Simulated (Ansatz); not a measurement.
# Starting-point dependence of the GW gap of Te (P3_121)

How much of the starting functional survives in the G0W0 gap of Te (P3_121)?

Calculated with Ansatz 0.2.0; G0W0 on several functionals, plane waves, PAW.

Report form: the programs' logs are mostly left out.

In doubt: masses and optical values from hybrid runs of this build are listed as unsure (step 4), which bears on the screening that GW takes from such a start.

## (1) Starting point

It takes space group P3_121 (No. 152, trigonal). Conventional cell: a = 4.457 Å, b = 4.457 Å, c = 5.929 Å, α = 90.00°, β = 90.00°, γ = 120.00°. Nearest to Te lie 2 Te at 2.84 Å.

As a file:

```cif
data_structure
_symmetry_space_group_name_H-M 'P3_121'
_symmetry_Int_Tables_number 152
_cell_length_a 4.4572
_cell_length_b 4.4572
_cell_length_c 5.9290
_cell_angle_alpha 90.000
_cell_angle_beta 90.000
_cell_angle_gamma 120.000
_cell_volume 102.01
loop_
_atom_site_label
_atom_site_type_symbol
_atom_site_symmetry_multiplicity
_atom_site_Wyckoff_symbol
_atom_site_fract_x
_atom_site_fract_y
_atom_site_fract_z
_atom_site_occupancy
Te1 Te 3 a 0.26330 0.00000 0.33333 1
```

The cell and positions come from the Crystallography Open Database and are kept as given unless a step says otherwise. Spin-orbit coupling is left out unless a step names it.

## (2) G0W0 on PBEsol

Now the one-shot GW correction: screening in the RPA, then the self-energy of the levels asked for. This step takes PAW set soft_1 files.

This step: G0W0 on PBEsol, plane waves, PAW; PAW set soft_1.

The input, input.yaml:

```yaml
crystal:
  lattice:
    - [4.4572, 0.0, 0.0]
    - [-2.2286, 3.8600484297, 0.0]
    - [0.0, 0.0, 5.929]
  atoms:
    - { symbol: Te, position: [0.2633, 0.0, 0.3333333333] }
    - { symbol: Te, position: [0.0, 0.2633, 0.6666666667] }
    - { symbol: Te, position: [0.7367, 0.7367, 0.0] }
kpoints:
  mp_grid: { grid: [6, 6, 4] }
hamiltonian:
  xc: pbesol
  pseudopotentials: { kind: paw, azcp: { folder: soft_1 }, xc_functional: pbe }
scf:
  occupations: { method: fixed }
gw:
  n_empty_bands: 304
  ecut_chi: 120
  qp_bands: [v2, c2]
  qp_kpoints: band_edges
  screening: { model: contour_deformation }
```

On the command line:

```sh
$ ansatz run input.yaml --threads 3 --pin off --max-ram 92160MiB --backend cuda --events-out ev --progress --plain --runs-dir out --devices 1 --max-vram 13GiB
```

The job ended after 40 s (1 × NVIDIA H100 80GB HBM3 (shared by 6 runs) with 3 threads of AMD EPYC 7R13 (Zen 3), shared host; peak memory 1.7 GiB).

Numbers from this step:

| Property | Result |
| --- | --- |
| bands summed | 328 |
| RPA ε∞ on this mesh (eigenvalues) | 51.09, 693.0, 693.0 |
| plane waves in the screening matrix | 299 |
| q-points in the mesh | 144 |
| G0W0 gap on the mesh | 0.4063 eV |
| k of the valence top | 0.3333, 0.3333, -0.5 |
| k of the conduction bottom | 0.3333, 0.3333, -0.5 |
| starting gap on the mesh | 0.1417 eV |
| Z at the valence top | 0.7149 |
| Z at the conduction bottom | 0.7203 |
| least direct G0W0 gap on the computed points | 0.4063 eV |

The gap on the mesh goes from 0.14 eV to 0.41 eV, a correction of +0.26 eV. Between the two edge states, bare exchange in place of the xc potential would open the gap by 3.72 eV, and correlation takes back 3.46 eV.

## (3) G0W0 on PBE

The same correction from a different start measures what one shot leaves open.

This step: G0W0 on PBE, plane waves, PAW; PAW set soft_1.

Edit input.yaml of step 2 so:

```diff
@@ -12,4 +12,4 @@
 hamiltonian:
-  xc: pbesol
-  pseudopotentials: { kind: paw, azcp: { folder: soft_1 }, xc_functional: pbe }
+  xc: pbe
+  pseudopotentials: { kind: paw, azcp: { folder: soft_1 } }
 scf:
```

Elapsed: 33 s, on 1 × NVIDIA H100 80GB HBM3 (shared by 6 runs) with 3 threads; peak memory 1.7 GiB.

This step gave:

```yaml
bands_summed: 328
rpa_eps_infinity_on_this_mesh_eigenvalues: 48.51, 333.7, 333.7
plane_waves_in_the_screening_matrix: 299
q_points_in_the_mesh: 144
g0w0_gap_on_the_mesh: 0.4200 eV
k_of_the_valence_top: 0.3333, 0.3333, -0.5
k_of_the_conduction_bottom: 0.3333, 0.3333, -0.5
starting_gap_on_the_mesh: 0.1831 eV
z_at_the_valence_top: 0.7171
z_at_the_conduction_bottom: 0.7225
least_direct_g0w0_gap_on_the_computed_points: 0.4200 eV
```

Against the run with 6×6×4 mesh, 304 empty bands, screening to 120 eV, PAW set soft_1 files on PBEsol, the gap moves by +0.014 eV, while the start moved by +0.04 eV.

## (4) G0W0 on HSE06

This step: G0W0 on HSE06, plane waves, PAW; PAW set soft_1.

Edit input.yaml of step 3 so:

```diff
@@ -12,3 +12,3 @@
 hamiltonian:
-  xc: pbe
+  xc: hse06
   pseudopotentials: { kind: paw, azcp: { folder: soft_1 } }
```

Wall time 83 s (1 × NVIDIA H100 80GB HBM3 (shared by 6 runs) with 3 threads); peak memory 2.1 GiB; 97 s of CPU time.

This step gave:

| Item | Value |
| --- | --- |
| bands summed | 328 |
| RPA ε∞ on this mesh (eigenvalues) | 25.84, 25.84, 28.00 |
| plane waves in the screening matrix | 299 |
| G0W0 gap on the mesh | 0.6737 eV |
| k of the valence top | 0.3333, 0.3333, -0.5 |
| k of the conduction bottom | 0.3333, 0.3333, -0.5 |
| starting gap on the mesh | 0.6322 eV |
| least direct G0W0 gap on the computed points | 0.6737 eV |

Against the run with 6×6×4 mesh, 304 empty bands, screening to 120 eV, PAW set soft_1 files on PBE, the gap moves by +0.25 eV, while the start moved by +0.45 eV.

## (5) Side by side

All on the 6×6×4 mesh with 304 empty bands and screening to 120 eV. Times are wall times on 1 × NVIDIA H100 80GB HBM3 (shared by 6 runs) with 3 threads of AMD EPYC 7R13 (Zen 3), shared host, good to a factor of about two.

```
 start  starting gap (eV)  shift (eV)  G0W0 gap (eV)  RPA ε∞ (harmonic mean)  Z (valence, conduction)  time
PBEsol               0.14       +0.26           0.41                  133.57               0.71, 0.72  40 s
   PBE               0.18       +0.24           0.42                  112.74               0.72, 0.72  33 s
 HSE06               0.63       +0.04           0.67                   26.52               0.76, 0.77  83 s
```

How the two edges are built up, in eV (the quasiparticle level is the starting level plus Σx plus Σc less Vxc):

```
   run               edge  start      Σx     Σc     Vxc     Z    QP
PBEsol        valence top   8.57  -15.29   0.43  -14.65  0.71  8.37
PBEsol  conduction bottom   8.71  -10.96  -3.03  -14.05  0.72  8.77
   PBE        valence top   8.71  -15.32   0.50  -14.54  0.72  8.43
   PBE  conduction bottom   8.89  -10.94  -3.01  -13.91  0.72  8.85
 HSE06        valence top   8.38  -15.46   0.54  -14.81  0.76  8.27
 HSE06  conduction bottom   9.01  -10.59  -3.13  -13.65  0.77  8.94
```

For a hybrid start, Vxc holds its share of exact exchange.

## (6) Outcome

* G0W0@PBEsol: 0.41 eV (start 0.14 eV)
* G0W0@PBE: 0.42 eV (start 0.18 eV)
* G0W0@HSE06: 0.67 eV (start 0.63 eV)
* known limits: not at the basis limit; model gap, bands may invert with spin-orbit coupling; mesh may overstate the screening; screening runs away on this mesh; no spin-orbit coupling; coarse k mesh

What this shows: The starting gaps span 0.49 eV and the G0W0 gaps 0.27 eV. Between PBEsol and HSE06, 0.27 eV of the 0.49 eV survives, 55 %. The smallest correction, +0.04 eV, is on HSE06, the start nearest to reproducing itself. Bands and cutoff are finite, so the gap is not at the basis limit. The miss can reach some tenths of an eV and take either sign; the mesh is an error of its own. The 6×6×4 mesh is coarse for this cell (its supercell is 24 Å along the shortest edge). The RPA ε∞ on it, from the PBEsol start, is 51.09 and 693.04; such meshes misread the long-range screening, most where the gap is narrow. With atoms this heavy and so narrow a gap, spin-orbit coupling can invert the bands. These scalar-relativistic gaps are then model values, not to be set against experiment, and a spin-orbit change taken from DFT can't simply be added. For the HSE06 start: The RPA ε∞ on this mesh reaches over 25; with a narrow direct gap a coarse mesh can overstate it, and the correction is then too small. For the PBEsol and PBE start: On this mesh the RPA ε∞ passes 90, more than nearly any semiconductor shows; a coarse mesh does this where one point with a narrow direct gap carries much weight. The screening is then too strong, and the G0W0 gap should not be taken as the material's.

[Paths, hosts, dates, memory and timing lines, banners, echoed tables and standing remarks are left out of the program output.]

[Logs are printed without paths, hosts, clocks, repeated set-up lines and the standing remarks that a program may print on its own settings, such as how far it seeks lower states.]

[Runs of the session that timed out or met a known fault of the program may be left out.]

[Cells called generated may have been cut or substituted from an entry of the Crystallography Open Database or the Materials Project.]

[Hosts, paths, dates, database ids (printed as entryN), source tags and the programs' standing remarks are cut or masked in the printed files.]
